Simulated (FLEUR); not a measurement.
# Collinear magnetic orders of Mn3GaC with FLEUR, part 3 of 3

Does Mn3GaC prefer parallel or opposed moments?

FLEUR MaX-R8.1; LDA (VWN); all-electron FLAPW, Dirac cores, scalar-relativistic bands.

So far, largest spin moment in the muffin-tin sphere (μB): step 2 (order 1, typed as ferro +++) 1.51; step 3 (ferrimagnetic, start moments [3.5, 3.5, -3.5, 0.0, 0.0] μB) 2.17.

## (7) Spin–orbit coupling, moments along [001]

Level of this step: LDA (VWN); all-electron FLAPW, Dirac cores, scalar-relativistic bands with spin-orbit coupling (FLEUR).

Spin–orbit coupling ties the spins to the lattice and lets orbital moments form.

A new self-consistent run of the start ferro +++, with the moments along z.

The input, inp.xml:

```
<?xml version="1.0" encoding="UTF-8" standalone="no"?>
<fleurInput fleurInputVersion="0.39">
   <comment>
      Mn3GaC
   </comment>
   <calculationSetup>
      <cutoffs Kmax="4.4" Gmax="13.2" GmaxXC="13.2" numbands="162"/>
      <scfLoop itmax="90" minDistance="0.00002" maxIterBroyd="15" imix="Anderson" alpha="0.05" precondParam="0.0" spinf="2.0" sdNocoIR="T"/>
      <coreElectrons ctail="T" frcor="F" kcrel="0" coretail_lmax="0"/>
      <xcFunctional name="vwn" relativisticCorrections="F"/>
      <magnetism jspins="2"/>
      <soc l_soc="T" theta="0.0" phi="0.0" spav="F"/>
      <expertModes spex="0" secvar="F"/>
      <geometryOptimization l_f="F" forcealpha="1.0" forcemix="BFGS" epsdisp="0.00001" epsforce="0.00001"/>
      <ldaU l_linMix="F" mixParam="0.05" spinf="1.0"/>
   </calculationSetup>
   <cell>
      <bzIntegration valenceElectrons="62.0" mode="hist" fermiSmearingEnergy="0.00110248">
         <kPointListSelection listName="default-1"/>
         <xi:include xmlns:xi="http://www.w3.org/2001/XInclude" href="kpts.xml"> </xi:include>
      </bzIntegration>
      <xi:include xmlns:xi="http://www.w3.org/2001/XInclude" href="sym.xml"> </xi:include>
      <bulkLattice scale="1.0">
         <bravaisMatrix>
            <row-1>    7.3623729814415997     0.0000000000000000     0.0000000000000000</row-1>
            <row-2>    0.0000000000000000     7.3623729814415997     0.0000000000000000</row-2>
            <row-3>    0.0000000000000000     0.0000000000000000     7.3623729814415997</row-3>
         </bravaisMatrix>
      </bulkLattice>
   </cell>
   <atomSpecies>
      <species name="Manganese 3.502" element="Mn" atomicNumber="25">
         <mtSphere radius="2.29" gridPoints="757" logIncrement="0.016"/>
         <atomicCutoffs lmax="8" lnonsphr="6"/>
         <electronConfig flipSpins="F">
            <coreConfig>(1s1/2) (2s1/2) (2p1/2) (2p3/2)</coreConfig>
            <valenceConfig>(3s1/2) (3p1/2) (3p3/2) (4s1/2) (3d3/2) (3d5/2)</valenceConfig>
            <stateOccupation state="(3d3/2)" spinUp="1.251" spinDown="0.749"/>
            <stateOccupation state="(3d5/2)" spinUp="3.0" spinDown="0.0"/>
         </electronConfig>
         <energyParameters s="4" p="4" d="3" f="4"/>
         <lo type="SCLO" l="0" n="3" eDeriv="0"/>
         <lo type="SCLO" l="1" n="3" eDeriv="0"/>
      </species>
      <species name="Gallium (Ga)" element="Ga" atomicNumber="31">
         <mtSphere radius="2.78" gridPoints="919" logIncrement="0.014"/>
         <atomicCutoffs lmax="10" lnonsphr="8"/>
         <electronConfig flipSpins="F">
            <coreConfig>(1s1/2) (2s1/2) (2p1/2) (2p3/2) (3s1/2) (3p1/2) (3p3/2)</coreConfig>
            <valenceConfig>(4s1/2) (3d3/2) (3d5/2) (4p1/2) (4p3/2)</valenceConfig>
            <stateOccupation state="(4p1/2)" spinUp="0.166667" spinDown="0.166667"/>
            <stateOccupation state="(4p3/2)" spinUp="0.333333" spinDown="0.333333"/>
         </electronConfig>
         <energyParameters s="4" p="4" d="3" f="4"/>
      </species>
      <species name="Carbon (C)" element="C" atomicNumber="6">
         <mtSphere radius="1.3" gridPoints="431" logIncrement="0.024"/>
         <atomicCutoffs lmax="6" lnonsphr="4"/>
         <electronConfig flipSpins="F">
            <coreConfig>(1s1/2)</coreConfig>
            <valenceConfig>(2s1/2) (2p1/2) (2p3/2)</valenceConfig>
            <stateOccupation state="(2p1/2)" spinUp="0.333333" spinDown="0.333333"/>
            <stateOccupation state="(2p3/2)" spinUp="0.666667" spinDown="0.666667"/>
         </electronConfig>
         <energyParameters s="2" p="2" d="3" f="4"/>
      </species>
   </atomSpecies>
   <atomGroups>
      <atomGroup species="Manganese 3.502">
         <relPos label="                   1">.0000000000 1.000/2.000 1.000/2.000</relPos>
         <relPos label="                   2">1.000/2.000 .0000000000 1.000/2.000</relPos>
         <force calculate="T" relaxXYZ="TTT"/>
      </atomGroup>
      <atomGroup species="Manganese 3.502">
         <relPos label="                   3">1.000/2.000 1.000/2.000 .0000000000</relPos>
         <force calculate="T" relaxXYZ="TTT"/>
      </atomGroup>
      <atomGroup species="Gallium (Ga)">
         <relPos label="                   4">.0000000000 .0000000000 .0000000000</relPos>
         <force calculate="T" relaxXYZ="TTT"/>
      </atomGroup>
      <atomGroup species="Carbon (C)">
         <relPos label="                   5">1.000/2.000 1.000/2.000 1.000/2.000</relPos>
         <force calculate="T" relaxXYZ="TTT"/>
      </atomGroup>
   </atomGroups>
   <output dos="F" band="F" slice="F">
      <bandDOS minEnergy="-.5*Htr" maxEnergy="0.5*Htr" sigma="0.015" storeEVData="T"/>
      <plotting iplot="0" polar="F">
         <plot TwoD="T" vec1="  1.0  0.0  0.0" vec2="  0.0  1.0  0.0" vec3="  0.0  0.0  1.0" zero="  0.0  0.0  0.0" file="plot"/>
      </plotting>
      <moessbauerParams electricFieldGradient="F" isomerShift="F" coreHyperfine="F" valenceHyperfine="F"/>
   </output>
</fleurInput>
```

The input, crystal.txt:

```
Mn3GaC
&input film=F cartesian=F /
3.89600000000  0.00000000000  0.00000000000
0.00000000000  3.89600000000  0.00000000000
0.00000000000  0.00000000000  3.89600000000
1.8897261246
1.0 1.0 1.0

5
25 0.00000000000  0.50000000000  0.50000000000 : 3.502
25 0.50000000000  0.00000000000  0.50000000000 : 3.502
25 0.50000000000  0.50000000000  0.00000000000 : 3.502
31 0.00000000000  0.00000000000  0.00000000000
6 0.50000000000  0.50000000000  0.50000000000

&soc 0.0000000 0.0000000 /
&kpt div1=8 div2=8 div3=8 gamma=T /
```

The run is started by

```bash
OMP_NUM_THREADS=1 inpgen -f crystal.txt > inpgen.log  # inp.xml is then edited as shown
OMP_NUM_THREADS=1 mpirun -n 4 fleur_MPI > fleur.log
```

The program printed:

```text
[banner, memory and clock lines left out]
Welcome to FLEUR        (www.flapw.de)
      MaX-Release 8.1          (www.max-centre.eu)

 ========== k-point set info ==========
 Selected k-point list: default-1
 k-point list type: mesh
 0 x 0 x 0
 Number of k points: 92

 [... set-up left out ...]
 Iteration:     1   Distance:      22.47914053 me/bohr^3
 Iteration:     2   Distance:      18.80716280 me/bohr^3
 Iteration:     3   Distance:      12.45476185 me/bohr^3
 Iteration:     4   Distance:      11.92642453 me/bohr^3
 Iteration:     5   Distance:      12.52397342 me/bohr^3
 Iteration:     6   Distance:      13.53947561 me/bohr^3
 Iteration:     7   Distance:       7.85344521 me/bohr^3
 Iteration:     8   Distance:       7.89314467 me/bohr^3
 Iteration:     9   Distance:       5.83639760 me/bohr^3
 Iteration:    10   Distance:       5.48217866 me/bohr^3
[... 29 iterations left out ...]
 Iteration:    40   Distance:       0.00016679 me/bohr^3
 Iteration:    41   Distance:       0.00010275 me/bohr^3
 Iteration:    42   Distance:       0.00014971 me/bohr^3
 Iteration:    43   Distance:       0.00012299 me/bohr^3
 Iteration:    44   Distance:       0.00011895 me/bohr^3
 Iteration:    45   Distance:       0.00008910 me/bohr^3
 Iteration:    46   Distance:       0.00007060 me/bohr^3
 Iteration:    47   Distance:       0.00005156 me/bohr^3
 Iteration:    48   Distance:       0.00002554 me/bohr^3
 Iteration:    49   Distance:       0.00001270 me/bohr^3

 ********************************************************************
 Run finished successfully
 Stop message:
   all done
 ********************************************************************

--- out.xml (last complete iteration) ---
<iteration numberForCurrentRun="   49" overallNumber="   49">
         [... left out ...]
         <bandgap value="0.0000000000" units="eV"/>
         <sumValenceSingleParticleEnergies value="-31.8957549907" units="Htr"/>
         <FermiEnergy value="0.4163200268" units="Htr"/>
         [... left out ...]
         <magneticMomentsInMTSpheres units="muBohr">
            <globalMagMoment atomType="1" vec="0.00000   0.00000   1.50599"/>
            <globalMagMoment atomType="2" vec="0.00000   0.00000   1.50216"/>
            <globalMagMoment atomType="3" vec="0.00000   0.00000  -0.09283"/>
            <globalMagMoment atomType="4" vec="0.00000   0.00000  -0.08107"/>
         </magneticMomentsInMTSpheres>
         <orbitalMomentsInMTSpheres units="muBohr">
            <globalMagMoment atomType="1" vec="0.00000   0.00000   0.05045"/>
            <globalMagMoment atomType="2" vec="0.00000   0.00000   0.04248"/>
            <globalMagMoment atomType="3" vec="0.00000   0.00000  -0.00064"/>
            <globalMagMoment atomType="4" vec="0.00000   0.00000   0.00053"/>
         </orbitalMomentsInMTSpheres>
         [... left out ...]
         <totalEnergy value="    -5448.8205469784" units="Htr">
            <sumOfEigenvalues value="    -3131.5159355233">
               <coreElectrons value="-3099.6201805327"/>
               <valenceElectrons value="-31.8957549907"/>
            </sumOfEigenvalues>
         [... left out ...]
            <freeEnergy value="-5448.8211343313"/>
            <extrapolationTo0K value="-5448.8208406549"/>
         </totalEnergy>
         <densityConvergence units="me/bohr^3">
            <chargeDensity spin="1" distance="0.0000072943"/>
            <chargeDensity spin="2" distance="0.0000082263"/>
            <overallChargeDensity distance="0.0000089740"/>
            <spinDensity distance="0.0000126974"/>
         </densityConvergence>
      </iteration>
```

Run time: 16 min. Hardware: 4 MPI ranks of Arm Neoverse V2, shared host; peak memory 0.99 GiB.

Spin moment in the muffin-tin sphere by atom:

```tsv
atom	spin moment in the muffin-tin sphere (μB)
Mn1	1.51
Mn2	1.51
Mn3	1.50
Ga4	-0.09
C5	-0.08
```

This step gave:

* free energy: -148269.9765 eV
* program's band gap on this mesh (in a metal only a level spacing): 0 eV
* magnetization: 4.380 μB
* final state: ferromagnetic, with opposed induced moments
* orbital moment along the spin: 0.05045 μB

Orbital moment in the sphere, along the spin axis by atom:

```tsv
atom	orbital moment in the sphere, along the spin axis (μB)
Mn1	0.0505
Mn2	0.0505
Mn3	0.0425
Ga4	-0.0006
C5	0.0005
```

## (8) What came out

* lowest state found: ferromagnetic (typed ferro +++)
* largest site spin moment: 1.51 μB
* next finished state: ferrimagnetic, 35.4 meV a seeded atom higher
* energy gained by spin polarisation: 154 meV a seeded atom
* orbital moment on the atom of largest spin, along its spin (spin–orbit run): 0.0505 μB

The lowest state found is ferromagnetic, reached from the start ferro +++, with moments up to 1.51 μB. The next finished state costs 35 meV a seeded atom. The orbital moment is parallel to the spin. This is the lowest of 3 finished starts, no proof of the ground state.

[Logs and program files are shortened in this print: banners, set-up blocks, solver, clock and traceback lines can be left out without a mark of their own.]

[Logs are printed without paths, hosts, clocks, repeated set-up lines and the standing remarks that a program may print on its own settings, such as how far it seeks lower states.]

[Hosts, paths, dates, database ids (printed as entryN), source tags and the programs' standing remarks are cut or masked in the printed files.]

[Where a cell is said to come from a database of computed structures, the database is the Materials Project.]
